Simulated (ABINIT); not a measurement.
# Converging GW for BP (F-43m) in ABINIT

What does each rung of G0W0 on BP (F-43m) cost, and what does it buy?

Program: ABINIT 10.8.3. Level of theory: PBE and many-body steps on it, plane waves. Results are calculated unless marked as measured.

Report form: the programs' logs are mostly left out.

### 1. The starting structure

It takes space group F-43m (No. 216, cubic). Conventional cell: a = 4.538 Å, b = 4.538 Å, c = 4.538 Å, α = 90.00°, β = 90.00°, γ = 90.00°. Nearest to B lie 4 P at 1.97 Å. P has 4 B at 1.97 Å nearest. Farther neighbours are not listed.

The cell and positions come from the Crystallography Open Database and are kept as given unless a step says otherwise.

### 2. Empty states on the mesh, 6×6×6 mesh, 605 bands

This step: ABINIT 10.8.3; DFT, PBE, plane waves, norm-conserving pseudopotentials.

The sums over transitions need many empty states on a uniform mesh; this step solves for them.

run.abi

```
acell 3*1.0 Angstrom
rprim 
  0.000000000000 2.269000000000 2.269000000000
  2.269000000000 0.000000000000 2.269000000000
  2.269000000000 2.269000000000 0.000000000000
ntypat 2
znucl 5 15
natom 2
typat 1 2
xred 
  0.000000000000 0.000000000000 0.000000000000
  0.250000000000 0.250000000000 0.250000000000
pp_dirpath "pseudos"
pseudos "B.upf, P.upf"
ecut 34
ngkpt 6 6 6
nshiftk 1
shiftk 0 0 0
kptopt 1
chksymbreak 0
irdden 1
istwfk *1
nband 605
prtvol 0
optdriver 6
gwr_task "HDIAGO"
paral_kgb 0
occopt 1
indata_prefix "in"
outdata_prefix "out"
tmpdata_prefix "tmp"
```

Launch:

```sh
$ OMP_NUM_THREADS=1 mpirun -n 4 abinit run.abi > log
```

The job ended after 19 s (4 MPI ranks of Arm Neoverse V1, shared host; peak memory 0.77 GiB).

This step gave:

* gap: 1.347 eV
* k of the valence top: 0, 0, 0
* k of the conduction bottom: 0.5, 0.5, 0
* least direct gap: 3.407 eV
* k points computed: 16
* lowest point of the top converged band, above the valence top: 478.5018 eV

On this mesh the gap is 1.347 eV.

The density comes from a self-consistent run that is not shown.

### 3. Screening, 6×6×6 mesh, 121 bands, screening to 203.5 eV

The RPA dielectric matrix is built and inverted for each q.

This step: RPA screening on PBE, plane waves, norm-conserving pseudopotentials.

run.abi, as its differences from that of step 2:

```diff
@@ -20,10 +20,11 @@
 chksymbreak 0
-irdden 1
 istwfk *1
-nband 605
-prtvol 0
-optdriver 6
-gwr_task "HDIAGO"
-paral_kgb 0
 occopt 1
+irdwfk 1
+optdriver 3
+nband 121
+ecuteps 7.48
+inclvkb 2
+awtr 1
+symchi 1
 indata_prefix "in"
```

It took 54 s on 4 MPI ranks; peak memory 0.84 GiB; 3.6 min of CPU time.

This step gave:

* ε∞ with local fields, on this mesh, along the program's q direction: 9.738
* the same without local fields: 10.65
* plasma frequency: 21.73 eV
* plane waves in the screening matrix: 169

Local fields lower ε∞ by 9 %.

### 4. 121 bands, 203.5 eV

The self-energy is evaluated for the states that the input lists, and the levels follow from it, in one-shot runs by the linearised quasiparticle equation.

This step: G0W0 on PBE, plane waves, norm-conserving pseudopotentials.

run.abi, as its differences from that of step 3:

```diff
@@ -23,8 +23,19 @@
 irdwfk 1
-optdriver 3
+optdriver 4
 nband 121
+gwcalctyp 0
+ecutsigx 34
+symsigma 1
+nkptgw 3
+kptgw 
+  0.0000000000 0.0000000000 0.0000000000
+  0.5000000000 0.5000000000 0.0000000000
+  0.5000000000 0.0000000000 0.0000000000
+bdgw 
+  2 7
+  3 6
+  3 7
 ecuteps 7.48
-inclvkb 2
-awtr 1
-symchi 1
+irdscr 1
+ppmodel 1
 indata_prefix "in"
```

Wall time 20 s (4 MPI ranks); peak memory 0.89 GiB.

This step gave:

```
G0W0 gap on the points computed              : 2.059 eV
starting gap on the mesh                     : 1.347 eV
k of the valence top                         : 0, 0, 0
k of the conduction bottom                   : 0.5, 0.5, 0
Z at the valence top                         : 0.791
Z at the conduction bottom                   : 0.805
least direct G0W0 gap on the computed points : 4.277 eV
```

The gap on the mesh goes from 1.35 eV to 2.06 eV, a correction of +0.71 eV.

### 5. Screening, 6×6×6 mesh, 183 bands, screening to 269.4 eV

This step: RPA screening on PBE, plane waves, norm-conserving pseudopotentials.

run.abi, as its differences from that of step 4:

```diff
@@ -23,19 +23,8 @@
 irdwfk 1
-optdriver 4
-nband 121
-gwcalctyp 0
-ecutsigx 34
-symsigma 1
-nkptgw 3
-kptgw 
-  0.0000000000 0.0000000000 0.0000000000
-  0.5000000000 0.5000000000 0.0000000000
-  0.5000000000 0.0000000000 0.0000000000
-bdgw 
-  2 7
-  3 6
-  3 7
-ecuteps 7.48
-irdscr 1
-ppmodel 1
+optdriver 3
+nband 183
+ecuteps 9.9
+inclvkb 2
+awtr 1
+symchi 1
 indata_prefix "in"
```

Run time: 92 s. Hardware: 4 MPI ranks; peak memory 1.2 GiB.

This step gave:

- ε∞ with local fields, on this mesh, along the program's q direction: 9.736
- the same without local fields: 10.65
- plasma frequency: 21.73 eV
- plane waves in the screening matrix: 259

### 6. 183 bands, 269.4 eV

This step: G0W0 on PBE, plane waves, norm-conserving pseudopotentials.

run.abi, as its differences from that of step 5:

```diff
@@ -23,8 +23,19 @@
 irdwfk 1
-optdriver 3
+optdriver 4
 nband 183
+gwcalctyp 0
+ecutsigx 34
+symsigma 1
+nkptgw 3
+kptgw 
+  0.0000000000 0.0000000000 0.0000000000
+  0.5000000000 0.5000000000 0.0000000000
+  0.5000000000 0.0000000000 0.0000000000
+bdgw 
+  2 7
+  3 6
+  3 7
 ecuteps 9.9
-inclvkb 2
-awtr 1
-symchi 1
+irdscr 1
+ppmodel 1
 indata_prefix "in"
```

Elapsed: 57 s, on 4 MPI ranks; peak memory 1.3 GiB; 3.8 min of CPU time.

This step gave:

- G0W0 gap on the points computed: 2.078 eV
- starting gap on the mesh: 1.347 eV
- k of the valence top: 0, 0, 0
- k of the conduction bottom: 0.5, 0.5, 0
- Z at the valence top: 0.791
- Z at the conduction bottom: 0.804
- least direct G0W0 gap on the computed points: 4.287 eV

Against G0W0 in ABINIT (6×6×6 mesh, 121 bands, screening to 203.5 eV, Godby-Needs plasmon pole), the gap moves by +0.019 eV.

### 7. Screening, 6×6×6 mesh, 279 bands, screening to 359.2 eV

This step: RPA screening on PBE, plane waves, norm-conserving pseudopotentials.

run.abi, as its differences from that of step 6:

```diff
@@ -23,19 +23,8 @@
 irdwfk 1
-optdriver 4
-nband 183
-gwcalctyp 0
-ecutsigx 34
-symsigma 1
-nkptgw 3
-kptgw 
-  0.0000000000 0.0000000000 0.0000000000
-  0.5000000000 0.5000000000 0.0000000000
-  0.5000000000 0.0000000000 0.0000000000
-bdgw 
-  2 7
-  3 6
-  3 7
-ecuteps 9.9
-irdscr 1
-ppmodel 1
+optdriver 3
+nband 279
+ecuteps 13.2
+inclvkb 2
+awtr 1
+symchi 1
 indata_prefix "in"
```

Elapsed: 3.1 min, on 4 MPI ranks; peak memory 1.8 GiB; 12 min of CPU time.

Numbers from this step:

- ε∞ with local fields, on this mesh, along the program's q direction: 9.736
- the same without local fields: 10.65
- plasma frequency: 21.73 eV
- plane waves in the screening matrix: 339

### 8. 279 bands, 359.2 eV

This step: G0W0 on PBE, plane waves, norm-conserving pseudopotentials.

run.abi, as its differences from that of step 7:

```diff
@@ -23,8 +23,19 @@
 irdwfk 1
-optdriver 3
+optdriver 4
 nband 279
+gwcalctyp 0
+ecutsigx 34
+symsigma 1
+nkptgw 3
+kptgw 
+  0.0000000000 0.0000000000 0.0000000000
+  0.5000000000 0.5000000000 0.0000000000
+  0.5000000000 0.0000000000 0.0000000000
+bdgw 
+  2 7
+  3 6
+  3 7
 ecuteps 13.2
-inclvkb 2
-awtr 1
-symchi 1
+irdscr 1
+ppmodel 1
 indata_prefix "in"
```

Run time: 2.4 min. Hardware: 4 MPI ranks; peak memory 1.9 GiB; 9.5 min of CPU time.

This step gave:

```yaml
g0w0_gap_on_the_points_computed: 2.088 eV
starting_gap_on_the_mesh: 1.347 eV
k_of_the_valence_top: 0, 0, 0
k_of_the_conduction_bottom: 0.5, 0.5, 0
least_direct_g0w0_gap_on_the_computed_points: 4.292 eV
```

Against G0W0 in ABINIT (6×6×6 mesh, 183 bands, screening to 269.4 eV, Godby-Needs plasmon pole), the gap moves by +0.010 eV.

### 9. Screening, 6×6×6 mesh, 412 bands, screening to 466.9 eV

This step: RPA screening on PBE, plane waves, norm-conserving pseudopotentials.

run.abi, as its differences from that of step 8:

```diff
@@ -23,19 +23,8 @@
 irdwfk 1
-optdriver 4
-nband 279
-gwcalctyp 0
-ecutsigx 34
-symsigma 1
-nkptgw 3
-kptgw 
-  0.0000000000 0.0000000000 0.0000000000
-  0.5000000000 0.5000000000 0.0000000000
-  0.5000000000 0.0000000000 0.0000000000
-bdgw 
-  2 7
-  3 6
-  3 7
-ecuteps 13.2
-irdscr 1
-ppmodel 1
+optdriver 3
+nband 412
+ecuteps 17.16
+inclvkb 2
+awtr 1
+symchi 1
 indata_prefix "in"
```

Run time: 11 min. Hardware: 4 MPI ranks; peak memory 3.1 GiB; 42 min of CPU time.

Numbers from this step:

* ε∞ with local fields, on this mesh, along the program's q direction: 9.735
* the same without local fields: 10.65
* plasma frequency: 21.73 eV
* plane waves in the screening matrix: 531

### 10. 412 bands, 466.9 eV

This step: G0W0 on PBE, plane waves, norm-conserving pseudopotentials.

run.abi, as its differences from that of step 9:

```diff
@@ -23,8 +23,19 @@
 irdwfk 1
-optdriver 3
+optdriver 4
 nband 412
+gwcalctyp 0
+ecutsigx 34
+symsigma 1
+nkptgw 3
+kptgw 
+  0.0000000000 0.0000000000 0.0000000000
+  0.5000000000 0.5000000000 0.0000000000
+  0.5000000000 0.0000000000 0.0000000000
+bdgw 
+  2 7
+  3 6
+  3 7
 ecuteps 17.16
-inclvkb 2
-awtr 1
-symchi 1
+irdscr 1
+ppmodel 1
 indata_prefix "in"
```

Run time: 9.3 min. Hardware: 4 MPI ranks; peak memory 3.5 GiB.

This step gave:

- G0W0 gap on the points computed: 2.095 eV
- starting gap on the mesh: 1.347 eV
- k of the valence top: 0, 0, 0
- k of the conduction bottom: 0.5, 0.5, 0
- least direct G0W0 gap on the computed points: 4.296 eV

Against G0W0 in ABINIT (6×6×6 mesh, 279 bands, screening to 359.2 eV, Godby-Needs plasmon pole), the gap moves by +0.007 eV.

### 11. Screening, 6×6×6 mesh, 597 bands, screening to 598.7 eV

This step: RPA screening on PBE, plane waves, norm-conserving pseudopotentials.

run.abi, as its differences from that of step 10:

```diff
@@ -23,19 +23,8 @@
 irdwfk 1
-optdriver 4
-nband 412
-gwcalctyp 0
-ecutsigx 34
-symsigma 1
-nkptgw 3
-kptgw 
-  0.0000000000 0.0000000000 0.0000000000
-  0.5000000000 0.5000000000 0.0000000000
-  0.5000000000 0.0000000000 0.0000000000
-bdgw 
-  2 7
-  3 6
-  3 7
-ecuteps 17.16
-irdscr 1
-ppmodel 1
+optdriver 3
+nband 597
+ecuteps 22
+inclvkb 2
+awtr 1
+symchi 1
 indata_prefix "in"
```

Run time: 27 min. Hardware: 4 MPI ranks; peak memory 5.7 GiB.

Numbers from this step:

* ε∞ with local fields, on this mesh, along the program's q direction: 9.735
* the same without local fields: 10.65
* plasma frequency: 21.73 eV
* plane waves in the screening matrix: 749

### 12. 597 bands, 598.7 eV

This step: G0W0 on PBE, plane waves, norm-conserving pseudopotentials.

run.abi, as its differences from that of step 11:

```diff
@@ -23,8 +23,19 @@
 irdwfk 1
-optdriver 3
+optdriver 4
 nband 597
+gwcalctyp 0
+ecutsigx 34
+symsigma 1
+nkptgw 3
+kptgw 
+  0.0000000000 0.0000000000 0.0000000000
+  0.5000000000 0.5000000000 0.0000000000
+  0.5000000000 0.0000000000 0.0000000000
+bdgw 
+  2 7
+  3 6
+  3 7
 ecuteps 22
-inclvkb 2
-awtr 1
-symchi 1
+irdscr 1
+ppmodel 1
 indata_prefix "in"
```

Run time: 24 min. Hardware: 4 MPI ranks; peak memory 6.7 GiB; 1.6 h of CPU time.

Numbers from this step:

| Item | Value |
| --- | --- |
| G0W0 gap on the points computed | 2.099 eV |
| starting gap on the mesh | 1.347 eV |
| k of the valence top | 0, 0, 0 |
| k of the conduction bottom | 0.5, 0.5, 0 |
| least direct G0W0 gap on the computed points | 4.299 eV |

Against G0W0 in ABINIT (6×6×6 mesh, 412 bands, screening to 466.9 eV, Godby-Needs plasmon pole), the gap moves by +0.004 eV.

### 13. Side by side

Times are wall times on 4 MPI ranks of Arm Neoverse V1, shared host, good to a factor of about two. A run's time includes the screening step that it read.

| run | mesh | bands | screening cutoff (eV) | DFT gap (eV) | gap on the mesh (eV) | direct (eV) | ε∞ used | time |
| --- | --- | --- | --- | --- | --- | --- | --- | --- |
| 121 bands, 203.5 eV | 6×6×6 | 121 | 203.5 | 1.347 | 2.059 | 4.277 | 9.74 | 74 s |
| 183 bands, 269.4 eV | 6×6×6 | 183 | 269.4 | 1.347 | 2.078 | 4.287 | 9.74 | 2.5 min |
| 279 bands, 359.2 eV | 6×6×6 | 279 | 359.2 | 1.347 | 2.088 | 4.292 | 9.74 | 5.4 min |
| 412 bands, 466.9 eV | 6×6×6 | 412 | 466.9 | 1.347 | 2.095 | 4.296 | 9.74 | 20 min |
| 597 bands, 598.7 eV | 6×6×6 | 597 | 598.7 | 1.347 | 2.099 | 4.299 | 9.73 | 51 min |

### 14. Summary of results

```json
{
 "121 bands, 203.5 eV": "2.059 eV",
 "183 bands, 269.4 eV": "2.078 eV",
 "279 bands, 359.2 eV": "2.088 eV",
 "412 bands, 466.9 eV": "2.095 eV",
 "597 bands, 598.7 eV": "2.099 eV",
 "known limits": "not at the basis limit"
}
```

What this shows: From the first rung to the last the gap moves by +0.04 eV for 42 times the time. In the G0W0 runs levels were corrected at 3 k points alone, so a gap called «on the mesh» is the least over those, and an edge elsewhere would be missed. A denser mesh or path gives a starting gap of 1.26 eV: the GW mesh misses a band edge, so its gaps are not the fundamental one.

[Paths, hosts, dates, memory and timing lines, banners, echoed tables and standing remarks are left out of the program output.]

[Logs are printed without paths, hosts, clocks, repeated set-up lines and the standing remarks that a program may print on its own settings, such as how far it seeks lower states.]

[Runs of the session that timed out or met a known fault of the program may be left out.]

[Hosts, paths, dates, database ids (printed as entryN), source tags and the programs' standing remarks are cut or masked in the printed files.]

[G0W0 gaps are taken among the corrected bands and points alone; a level outside them can change the order at an edge.]

[Where Ansatz stands beside ABINIT at settings called matched, ABINIT's density can come from a denser mesh and the files from another edition; pairs whose starting gaps differed by over 0.03 eV were left out, so agreement reads better than it is.]
